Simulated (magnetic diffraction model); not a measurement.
# Solving a magnetic structure from powder neutron data: Cr5CuTe6Se2

Space group C2/m (no. 12), a = 19.5770 Å, b = 3.7910 Å, c = 9.1630 Å, β = 105.44°.

| site | atom | x | y | z |
| --- | --- | --- | --- | --- |
| 4i | Te | 0.2384 | 0 | 0.1572 |
| 4i | Te | 0.1718 | 0 | 0.4921 |
| 4i | Te | 0.0881 | 0 | 0.8342 |
| 4i | Se | 0.0746 | 1/2 | 0.1688 |
| 2d | Cu | 0 | 1/2 | 1/2 |
| 4i | Cr | 0.2967 | 0 | 0.6780 |
| 4i | Cr | 0.3381 | 0 | 0.0181 |
| 2a | Cr | 0 | 0 | 0 |

This is a made-up structure (elements placed in a structure type, unrelaxed), so the numbers test the method and describe no known phase.

Only Cr is taken to order (form factors of Cr3+); orders and moment sizes are assumed, and not adapted to the symmetry. Radiation: neutrons of λ = 2.52 Å, 3° to 45°; isotropic B of 0.2 Å² (Te), 0.24 Å² (Se), 0.38 Å² (Cu) and 0.33 Å² (Cr). Simulated constant-wavelength pattern: nuclear and magnetic terms add, the magnetic one as |2.695 fm × Σ f S⊥ exp(2πi Q·r) exp(−B s²)|², summed over all Q at one angle with the factor 1/(sin²θ cos θ). For a modulated order the moment at position r is S exp(−2πi k·r) + c.c., with S = m/2 for a sine wave of amplitude m and S = m(u + iv)/2 for moments turning in a plane, u and v being orthogonal unit vectors in it; the phase factor of the sum at Q = H + k is then exp(2πi H·r). Free-ion form factors, Sears's scattering lengths of 1992, no absorption; a label names one of the reflections at its angle. The strongest nuclear line in the range is 100, and lines under 0.2 are left out.

Above the ordering temperature:

```
2θ (°)     index      I
 15.35   (2 0 0)    2.5
 16.40   (0 0 1)  100.0
 19.28  (2 0 -1)   96.9
 25.40   (2 0 1)   11.4
 30.98   (4 0 0)    9.2
 31.00  (4 0 -1)   28.6
 33.16   (0 0 2)   17.2
 39.10   (4 0 1)    0.6
 39.13  (4 0 -2)   37.9
 39.63   (1 1 0)   33.6
 40.45   (2 0 2)    5.5
 42.30  (1 1 -1)   13.8
 44.00   (1 1 1)   30.7
```

Below it (cell unchanged):

```
2θ (°)      I
  5.45  158.7
 10.91  198.5
 14.86   52.8
 15.35    2.5
 16.31   36.0
 16.40  100.0
 17.63   37.5
 19.28   96.9
 21.14  253.2
 21.93   45.9
 23.22   12.5
 25.40   11.4
 27.51   12.3
 27.74   72.9
 29.96    8.7
 29.97   34.1
 30.13   98.3
 30.98    9.2
 31.00   28.6
 32.94    7.0
 32.96   23.1
 33.16   17.2
 35.17   11.1
 35.69   51.2
 35.72   54.6
 37.81   32.8
 38.89    5.4
 39.10    0.6
 39.13   37.9
 39.63   33.6
 39.73    4.5
 40.34    4.5
 40.45    5.5
 40.64   44.5
 41.81   18.0
 42.30   13.8
```
(The table stops after 36 lines; 6 more lie at higher angle.)

**Question.** Find the propagation vector, then choose among these models:
A. a sine wave with moments along [100] (amplitudes given), 2.55 μB on Cr; signs + at (0.2967, 0, 0.6780), − at (0.2033, 1/2, 0.3220), − at (0.3381, 0, 0.0181), + at (0.1619, 1/2, 0.9819), + at (0, 0, 0)
B. moments turning in the plane of [100] and [010], 2.55 μB on Cr; signs + at (0.2967, 0, 0.6780), − at (0.2033, 1/2, 0.3220), − at (0.3381, 0, 0.0181), + at (0.1619, 1/2, 0.9819), + at (0, 0, 0)
C. moments turning in the plane of [001] and [010], 2.55 μB on Cr; signs + at (0.2967, 0, 0.6780), − at (0.2033, 1/2, 0.3220), − at (0.3381, 0, 0.0181), + at (0.1619, 1/2, 0.9819), + at (0, 0, 0)
D. a sine wave with moments along [001] (amplitudes given), 2.55 μB on Cr; signs + at (0.2967, 0, 0.6780), − at (0.2033, 1/2, 0.3220), − at (0.3381, 0, 0.0181), + at (0.1619, 1/2, 0.9819), + at (0, 0, 0)

The new lines index as (0 0 1/3) at 5.45°, (0 0 2/3) at 10.91°, (2 0 -1/3) at 14.86° and (2 0 -2/3) at 16.31°, that is as H ± k with k = (0 0 1/3). Satellites come in pairs about each point of the reciprocal lattice.

Magnetic intensity, observed (below minus above) and for each model:

| 2θ (°) | index | observed | A | B | C | D |
| --- | --- | --- | --- | --- | --- | --- |
| 5.45 | (0 0 1/3) | 158.7 | 148.2 | 296.4 | 158.7 | 10.5 |
| 10.91 | (0 0 2/3) | 198.5 | 185.4 | 370.8 | 198.5 | 13.1 |
| 14.86 | (2 0 -1/3) | 52.8 | 0.2 | 28.4 | 52.8 | 24.6 |
| 21.14 | (2 0 2/3) | 253.2 | 73.4 | 218.1 | 253.2 | 108.5 |
| 21.93 | (0 0 4/3) | 45.9 | 42.9 | 85.7 | 45.9 | 3.0 |
| 27.74 | (2 0 -5/3) | 72.9 | 47.8 | 115.0 | 72.9 | 5.8 |
| 30.13 | (2 0 4/3) | 98.3 | 49.4 | 114.9 | 98.3 | 32.9 |
| 37.81 | (2 0 -7/3) | 32.8 | 27.1 | 59.3 | 32.8 | 0.6 |

Model C matches.

The structure used: k = (0 0 1/3), moments turning in the plane of [001] and [010], 2.55 μB on Cr; signs + at (0.2967, 0, 0.6780), − at (0.2033, 1/2, 0.3220), − at (0.3381, 0, 0.0181), + at (0.1619, 1/2, 0.9819), + at (0, 0, 0).

[Logs are printed without paths, hosts, clocks, repeated set-up lines and the standing remarks that a program may print on its own settings, such as how far it seeks lower states.]
